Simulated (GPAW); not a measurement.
# Alpha-Ga2S3 ferroelectric layer monolayer: simulated STM images

Wanted: filled- and empty-state images of alpha-Ga2S3 ferroelectric layer monolayer, with its work function.

Main program and level: GPAW 26.7.0; GPAW, PAW setups; layer in a repeated cell with vacuum, relaxation of atoms and in-plane cell, in the first sound run; inputs show where later runs differ.

Most raw output is cut from this account.

### Step 1. The structure

The cell holds 5 atoms: 3 S and 2 Ga. Cell: a = 3.650 Å, b = 3.650 Å, c = 20.204 Å, α = 90.0°, β = 90.0°, γ = 120.0°. Vacuum lies along c.

### Step 2. Relaxation

Forces are removed first; all later runs use this geometry.

The input, run.py:

```python
import json
import numpy as np
from ase import Atoms
from ase.filters import FrechetCellFilter
from ase.optimize import BFGS
from gpaw import GPAW, PW

slab = Atoms(
    ['S', 'Ga', 'S', 'Ga', 'S'],
    positions=[
        [0.00000, 0.00000, 7.00000],
        [-0.00000, 2.10733, 8.12750],
        [-0.00000, 2.10733, 10.39750],
        [1.82500, 1.05366, 11.95429],
        [0.00000, 0.00000, 13.20429]],
    cell=[[3.65, 0.0, 0.0], [-1.825, 3.16099, 0.0], [0.0, 0.0, 20.2043]],
    pbc=[True, True, True])

slab.calc = GPAW(mode=PW(600), xc='PBE', kpts={'size': (9, 9, 1), 'gamma': True},
                 occupations={'name': 'fermi-dirac', 'width': 0.05}, nbands='200%',
                 convergence={'density': 1e-05}, maxiter=200,
                 symmetry={'tolerance': 1e-3}, txt='slab.txt')
result = {}
# The in-plane cell is free; stress needs a cell that repeats along all three vectors
path = []
opt = BFGS(FrechetCellFilter(slab, mask=[1, 1, 0, 0, 0, 1]), maxstep=0.2)
opt.attach(lambda: path.append((slab.get_potential_energy(), slab.positions.tolist(), slab.get_forces().tolist())))
result['relaxed'] = bool(opt.run(fmax=0.02, steps=45))
result['path'] = path
result['cell'] = slab.cell.tolist()
print('in-plane lattice', slab.cell.cellpar().round(4)[[0, 1, 5]])
energy = slab.get_potential_energy()
fermi = slab.calc.get_fermi_level()
v = slab.calc.get_electrostatic_potential().mean((0, 1)) - fermi
n = slab.calc.get_pseudo_density().mean((0, 1))
L = slab.cell[2, 2]
z = np.arange(len(v)) * L / len(v)
low, high = slab.positions[:, 2].min(), slab.positions[:, 2].max()
below, above = np.interp([low - 4.8, high + 4.8], z, v)
slopes = [np.interp(x, z, np.gradient(v, z)) for x in (low - 4.8, high + 4.8)]
eps = np.array([[slab.calc.get_eigenvalues(k, s) for k in range(len(slab.calc.get_ibz_k_points()))]
                for s in range(slab.calc.get_number_of_spins())]) - fermi
top, bottom = eps[eps < 0].max(), eps[eps > 0].min()
dipole = slab.get_dipole_moment()[2]
print(f'energy {energy:.4f} eV, Fermi level {fermi:.4f} eV, dipole {dipole:.5f} e A')
print(f'potential 4.8 A off the faces, from the Fermi level: lower {below:.4f} eV, upper {above:.4f} eV')
print(f'slope of the potential there: lower {slopes[0]:.5f}, upper {slopes[1]:.5f} eV/A')
print(f'nearest levels on the mesh: {top:.4f} and {bottom:.4f} eV')
print('magnetic moment', round(slab.get_magnetic_moment(), 3))
result.update(energy=energy, fermi=fermi, dipole=dipole, below=below, above=above, slopes=slopes, edges=[top, bottom],
              z=z.tolist(), v=v.tolist(), n=n.tolist(), positions=slab.positions.tolist(),
              forces=slab.get_forces(apply_constraint=False).tolist(), moments=slab.get_magnetic_moments().tolist())
json.dump(result, open('result.json', 'w'))
```

Started as:

```console
> OMP_NUM_THREADS=1 OPENBLAS_NUM_THREADS=1 python run.py
```

Wall time 3.1 min (1 thread of AMD EPYC 9B45 (Zen 5), shared host); peak memory 0.41 GiB.

This step gave:

- dipole along the normal: -0.1499 e·Å
- levels nearest the Fermi level on the mesh: -0.8808, 0.7598 eV from the Fermi level

The electrostatic potential energy of an electron (without an applied field's), less the Fermi level, planar mean by z:

```tsv
z (Å)	electrostatic potential energy of an electron (without an applied field's), less the Fermi level, planar mean (eV)
0.0	5.29
0.5	5.23
1.0	5.17
1.5	5.12
2.0	5.06
2.5	5.00
3.0	4.94
3.5	4.88
4.0	4.82
4.5	4.76
5.0	4.65
5.5	4.38
6.0	3.26
6.5	-1.59
7.0	-14.4
7.5	-10.6
8.0	-11.0
8.5	-7.12
9.0	0.0930
9.5	1.73
10.0	-4.57
10.5	-12.1
11.0	-3.04
11.5	-5.21
12.0	-9.84
12.5	-6.93
13.0	-13.5
13.5	-4.13
14.0	3.60
14.5	5.44
15.0	5.78
15.5	5.81
16.0	5.77
16.5	5.72
17.0	5.66
17.5	5.60
18.0	5.55
18.5	5.49
19.0	5.43
19.5	5.37
20.0	5.31
```

Pseudo valence density, planar mean against z:

```tsv
z (Å)	pseudo valence density, planar mean (e/Å³)
3.5	2.9e-5
4.0	1.4e-4
4.5	6.6e-4
5.0	0.00319
5.5	0.0155
6.0	0.0730
6.5	0.247
7.0	0.331
7.5	0.434
8.0	0.158
8.5	0.119
9.0	0.131
9.5	0.168
10.0	0.309
10.5	0.333
11.0	0.323
11.5	0.199
12.0	0.0847
12.5	0.392
13.0	0.353
13.5	0.309
14.0	0.121
14.5	0.0275
15.0	0.00578
15.5	0.00123
16.0	2.7e-4
16.5	5.9e-5
17.0	1.3e-5
```

The relaxation lowered the energy of the cell by 0.0697 eV (energies extrapolated to zero smearing; the optimiser's log prints free energies). The largest force left on a free atom is 0.0099 eV/Å.

### Step 3. Plane waves, PBE

The work function is the vacuum plateau of the electrostatic potential less the Fermi level; a dipole layer lets the two faces have plateaus of their own.

This step: GPAW, PAW setups; slab in vacuum (GPAW 26.7.0).

The cell differs from the one that the last finished run ended in (c 20.204 → 19.990 Å).

The input, run.py:

```python
import json
import numpy as np
from ase import Atoms
from ase.dft.stm import STM
from gpaw import GPAW, PW

slab = Atoms(
    ['S', 'Ga', 'S', 'Ga', 'S'],
    positions=[
        [0.00000, -0.00000, 7.00000],
        [-0.00000, 2.10989, 8.06498],
        [0.00000, 2.10989, 10.30453],
        [1.82722, 1.05494, 11.83906],
        [0.00000, 0.00000, 12.98972]],
    cell=[[3.65444, -0.0, 0.0], [-1.82722, 3.16484, 0.0], [0.0, 0.0, 19.9897]],
    pbc=[True, True, False])

slab.calc = GPAW(mode=PW(400), xc='PBE', kpts={'size': (9, 9, 1), 'gamma': True},
                 occupations={'name': 'fermi-dirac', 'width': 0.05}, nbands='200%',
                 convergence={'density': 1e-05}, maxiter=200,
                 poissonsolver={'dipolelayer': 'xy'},
                 symmetry={'tolerance': 1e-3}, txt='slab.txt')
result = {}
energy = slab.get_potential_energy()
fermi = slab.calc.get_fermi_level()
v = slab.calc.get_electrostatic_potential().mean((0, 1)) - fermi
n = slab.calc.get_pseudo_density().mean((0, 1))
L = slab.cell[2, 2]
z = np.arange(len(v)) * L / len(v)
low, high = slab.positions[:, 2].min(), slab.positions[:, 2].max()
below, above = np.interp([low - 4.8, high + 4.8], z, v)
slopes = [np.interp(x, z, np.gradient(v, z)) for x in (low - 4.8, high + 4.8)]
eps = np.array([[slab.calc.get_eigenvalues(k, s) for k in range(len(slab.calc.get_ibz_k_points()))]
                for s in range(slab.calc.get_number_of_spins())]) - fermi
top, bottom = eps[eps < 0].max(), eps[eps > 0].min()
dipole = slab.get_dipole_moment()[2]
print(f'energy {energy:.4f} eV, Fermi level {fermi:.4f} eV, dipole {dipole:.5f} e A')
print(f'potential 4.8 A off the faces, from the Fermi level: lower {below:.4f} eV, upper {above:.4f} eV')
print(f'slope of the potential there: lower {slopes[0]:.5f}, upper {slopes[1]:.5f} eV/A')
print(f'nearest levels on the mesh: {top:.4f} and {bottom:.4f} eV')
print('magnetic moment', round(slab.get_magnetic_moment(), 3))
result.update(energy=energy, fermi=fermi, dipole=dipole, below=below, above=above, slopes=slopes, edges=[top, bottom],
              z=z.tolist(), v=v.tolist(), n=n.tolist(), positions=slab.positions.tolist(),
              forces=slab.get_forces(apply_constraint=False).tolist(), moments=slab.get_magnetic_moments().tolist())

# Images need the states of the whole zone, up to time reversal
slab.calc = slab.calc.fixed_density(symmetry={'point_group': False}, txt='states.txt', nbands='290%',
                                    convergence={'bands': 'CBM+1.8'})
stm = STM(slab)
result['stm'] = []
for bias in [-2.0, -1.0, 1.5]:
    height = high + 3.5
    current = stm.get_averaged_current(bias, height)
    x, y, h = stm.scan(bias, current)
    i, f = divmod(height / L * stm.ldos.shape[2], 1)
    I = abs((1 - f) * stm.ldos[:, :, int(i)] + f * stm.ldos[:, :, int(i) + 1])
    print(f'bias {bias} V: mean current at 3.5 A {current:.4e}, corrugation {np.ptp(h):.4f} A')
    result['stm'].append(dict(bias=bias, current=current, h=(h - high).tolist(), I=I.tolist()))
json.dump(result, open('result.json', 'w'))
```

Wall time 38 s (1 thread); peak memory 0.36 GiB.

Numbers from this step:

- dipole along the normal: -0.09425 e·Å
- levels nearest the Fermi level on the mesh: -0.8633, 0.7419 eV from the Fermi level
- upper work function: 6.029 eV
- lower work function: 4.558 eV
- corrugation -2: 0.3246 Å
- corrugation 1.5: 0.2180 Å
- upper ionisation energy: 6.892 eV

The electrostatic potential energy of an electron (without an applied field's), less the Fermi level, planar mean by z:

z (Å), electrostatic potential energy of an electron (without an applied field's), less the Fermi level, planar mean (eV) and a bar from the least value:
```
      0.0        5.3 #############################
      0.5        4.6 ############################
      1.0        4.6 ############################
      1.5        4.6 ############################
      2.0        4.6 ############################
      2.5        4.6 ############################
      3.0        4.6 ############################
      3.5        4.6 ############################
      4.0        4.6 ############################
      4.5        4.5 ############################
      5.0        4.5 ############################
      5.5        4.2 ###########################
      6.0        2.7 #########################
      6.5       -3.6 #################
      7.0      -15.5 
      7.5       -9.8 ########
      8.0      -11.2 ######
      8.5       -5.4 ##############
      9.0        0.8 #######################
      9.5        1.3 #######################
     10.0       -7.0 ############
     10.5      -10.3 #######
     11.0       -2.5 ##################
     11.5       -6.6 ############
     12.0       -9.4 #########
     12.5       -7.3 ###########
     13.0      -13.7 ###
     13.5       -1.8 ###################
     14.0        4.3 ############################
     14.5        5.7 #############################
     15.0        6.0 ##############################
     15.5        6.0 ##############################
     16.0        6.0 ##############################
     16.5        6.0 ##############################
     17.0        6.0 ##############################
     17.5        6.0 ##############################
     18.0        6.0 ##############################
     18.5        6.0 ##############################
     19.0        6.0 ##############################
     19.5        6.0 ##############################
```

The pseudo valence density, planar mean by z:

```tsv
z (Å)	pseudo valence density, planar mean (e/Å³)
3.0	9.9e-6
3.5	4.3e-5
4.0	2.0e-4
4.5	9.6e-4
5.0	0.00434
5.5	0.0219
6.0	0.0968
6.5	0.283
7.0	0.347
7.5	0.424
8.0	0.106
8.5	0.141
9.0	0.127
9.5	0.193
10.0	0.328
10.5	0.351
11.0	0.298
11.5	0.162
12.0	0.143
12.5	0.420
13.0	0.335
13.5	0.276
14.0	0.0932
14.5	0.0209
15.0	0.00416
15.5	9.2e-4
16.0	1.9e-4
16.5	4.1e-5
```

Tip height over the top atom over a1 and a2. Sample bias -2 V, constant current at the mean current 3.5 Å over the top atom.

Ten even steps from '_' (3.34 Å) to '@' (3.67 Å):
```
@@@@@@%%##++--::....::--++##%%@@@@@@
@@@@%%##++==::......::==++##%%@@@@@@
%%%%##**==::........::==**##%%%%@@@@
####++==--..______..--==++####%%%%%%
**++==::..________..::==++**########
==--::..__________..::--==++******++
--::....________....::----========--
::......______......::::::------::::
........................::::::::....
::::::::--::::::::..................
----========----::....________....::
==++++**++++==--::::..______..::::--
**########**++==--::..____..::--==++
##%%%%%%####**==--::..__..::--==**##
%%@@@@%%%%##**==--::....::--==**##%%
@@@@@@@@%%##**==::......::==**##%%@@
@@@@@@@@%%##++--::....::--++##%%@@@@
@@@@@@%%##**==--::..::--==**##%%@@@@
```
Columns: a1 from 0 to 0.944; rows upwards: a2 from 0 to 0.944.

Local density of states summed over the bias window over a1 and a2. Sample bias -2 V, constant height 3.5 Å over the top atom.

Ten even steps from '_' (1.10 × 1e-5 arbitrary) to '@' (3.14 × 1e-5 arbitrary):
```
@@@@##**++--::........::--++**##@@@@
%%##**++==::....__....::==++**##%%@@
##**++==::....____....::==++**##%%%%
++++==::....______....::==++++******
==--::....________....::--==++++++++
--::....__________....::----======--
::....____________....::::::----::::
....______________..........::......
....................................
....................______________..
::::::::::::::::....____________....
----======----::....__________....::
==++++++++==--::....________....::--
++******++++==--::..______..::--==++
########**++==--....____....--==++**
%%@@%%%%**++==::....__....::==++**%%
@@@@@@%%**++--::........::--++**%%@@
@@@@%%##++==--::......::--==++##%%@@
```
Columns: a1 from 0 to 0.944; rows upwards: a2 from 0 to 0.944.

Tip height over the top atom over a1 and a2. Sample bias 1.5 V, constant current at the mean current 3.5 Å over the top atom.

Ten even steps from '0' (3.36 Å) to '9' (3.57 Å):
```
777777777777777777
778888888888888777
778889999998887777
778899999998877767
778999999998776666
678999999987655455
678999999876544445
678999998764333334
678999987643222234
678999876432111234
678888764321001234
678887653210001235
778877543210012345
778776543211123456
777776443222234467
777766543333345667
777776554444556777
877777666666677777
```
Columns: a1 from 0 to 0.944; rows upwards: a2 from 0 to 0.944.

Local density of states summed over the bias window over a1 and a2. Sample bias 1.5 V, constant height 3.5 Å over the top atom.

Ten even steps from '_' (2.87 × 1e-6 arbitrary) to '@' (4.80 × 1e-6 arbitrary):
```
##############********##############
##########%%%%%%%%%%%%%%############
######%%%%%%%%%%%%%%%%%%%%##########
**####%%@@@@@@@@@@@@@@%%####********
**##%%%%@@@@@@@@@@@@%%%%##**++++++++
**##%%%%@@@@@@@@@@%%%%##**++======++
++**%%%%@@@@@@@@%%%%**++====----====
++**%%%%@@@@@@%%%%**++==--::::::--==
++**%%%%@@@@%%%%**++==--::....::--==
++**%%%%@@%%%%**++==::..______..::==
++##%%%%%%%%##++==--..________..--==
**####%%####**==--::__________::--==
**########**++==::..________..::==++
**######**++==--::..______..::--==++
########**++==--::::....::::--==++**
########**++====----::----====++**##
########**++++============++++**####
########******++++++++++******######
```
Columns: a1 from 0 to 0.944; rows upwards: a2 from 0 to 0.944.

The layer is gapped, so the Fermi level lies somewhere inside the gap, set by smearing and numerics, and these work functions are no property of the material; the band edges below the vacuum level are. The potential is flat to 7.1e-5 eV/Å where it is read, so the vacuum is wide enough. At -1 V the search found no usable constant-current contour near the set height, so the printed corrugation is no image; it is left out.

### Step 4. A changed run

One more run, with changed settings.

Edit run.py of step 3 so:

```diff
@@ -3,3 +3,2 @@
 from ase import Atoms
-from ase.dft.stm import STM
 from gpaw import GPAW, PW
@@ -15,3 +14,3 @@
     cell=[[3.65444, -0.0, 0.0], [-1.82722, 3.16484, 0.0], [0.0, 0.0, 19.9897]],
-    pbc=[True, True, False])
+    pbc=[True, True, True])
 
@@ -19,3 +18,3 @@
                  occupations={'name': 'fermi-dirac', 'width': 0.05}, nbands='200%',
-                 convergence={'density': 1e-05}, maxiter=200,
+                 convergence={'density': 1e-05}, maxiter=75,
                  poissonsolver={'dipolelayer': 'xy'},
@@ -44,16 +43,2 @@
               forces=slab.get_forces(apply_constraint=False).tolist(), moments=slab.get_magnetic_moments().tolist())
-
-# Images need the states of the whole zone, up to time reversal
-slab.calc = slab.calc.fixed_density(symmetry={'point_group': False}, txt='states.txt', nbands='290%',
-                                    convergence={'bands': 'CBM+1.8'})
-stm = STM(slab)
-result['stm'] = []
-for bias in [-2.0, -1.0, 1.5]:
-    height = high + 3.5
-    current = stm.get_averaged_current(bias, height)
-    x, y, h = stm.scan(bias, current)
-    i, f = divmod(height / L * stm.ldos.shape[2], 1)
-    I = abs((1 - f) * stm.ldos[:, :, int(i)] + f * stm.ldos[:, :, int(i) + 1])
-    print(f'bias {bias} V: mean current at 3.5 A {current:.4e}, corrugation {np.ptp(h):.4f} A')
-    result['stm'].append(dict(bias=bias, current=current, h=(h - high).tolist(), I=I.tolist()))
 json.dump(result, open('result.json', 'w'))
```

Run time: 0.96 s. Hardware: 1 thread; peak memory 0.13 GiB.

The program refused the input before any cycle.

The fault put into the input: a dipole layer in a cell that repeats along the normal (pbc_z = true).

### Step 5. Outcome

- work function, upper and lower face (Fermi level placed in the gap by the smearing): 6.029 and 4.558 eV
- ionisation energy from the upper face (highest filled level on the mesh): 6.89 eV
- electron affinity from the upper face (lowest empty Kohn-Sham level on the mesh): 5.29 eV
- dipole along the normal: -0.0943 e Å
- corrugation at -2 V: 0.325 Å
- corrugation at 1.5 V: 0.218 Å

In words: The corrugation at constant current is largest at -2 V, where the tip height varies by 0.32 Å over the cell. Negative sample bias images filled states, positive bias empty ones. The two faces differ by 1.5 eV, the step that the slab's dipole makes (e p/(ε0 A) gives 1.5 eV), so the dipole layer is needed. The levels nearest the Fermi level on the mesh lie 1.61 eV apart, so the slab is gapped there: the smearing puts the Fermi level inside the gap, and from either face the ionisation energy is the work function plus 0.86 eV. Both are Kohn-Sham levels on the mesh, and semilocal gaps are too small, so the affinity tends to come out too large and the ionisation energy too small. The images are of Tersoff-Hamann type: an s-wave tip, no tip-sample forces, heights closer than in a microscope. The relaxation of atoms and cell ran in a fully periodic cell without the dipole layer, so the atoms of this polar layer felt a small spurious field. Biases count from a Fermi level whose place in the gap is arbitrary, so only their reach past the band edges has a meaning. The layer's cell and atoms come from the relaxation; spin-orbit coupling and temperature are left out.

[Logs are printed without paths, hosts, clocks, repeated set-up lines and the standing remarks that a program may print on its own settings, such as how far it seeks lower states.]

[Hosts, paths, dates, database ids (printed as entryN), source tags and the programs' standing remarks are cut or masked in the printed files.]
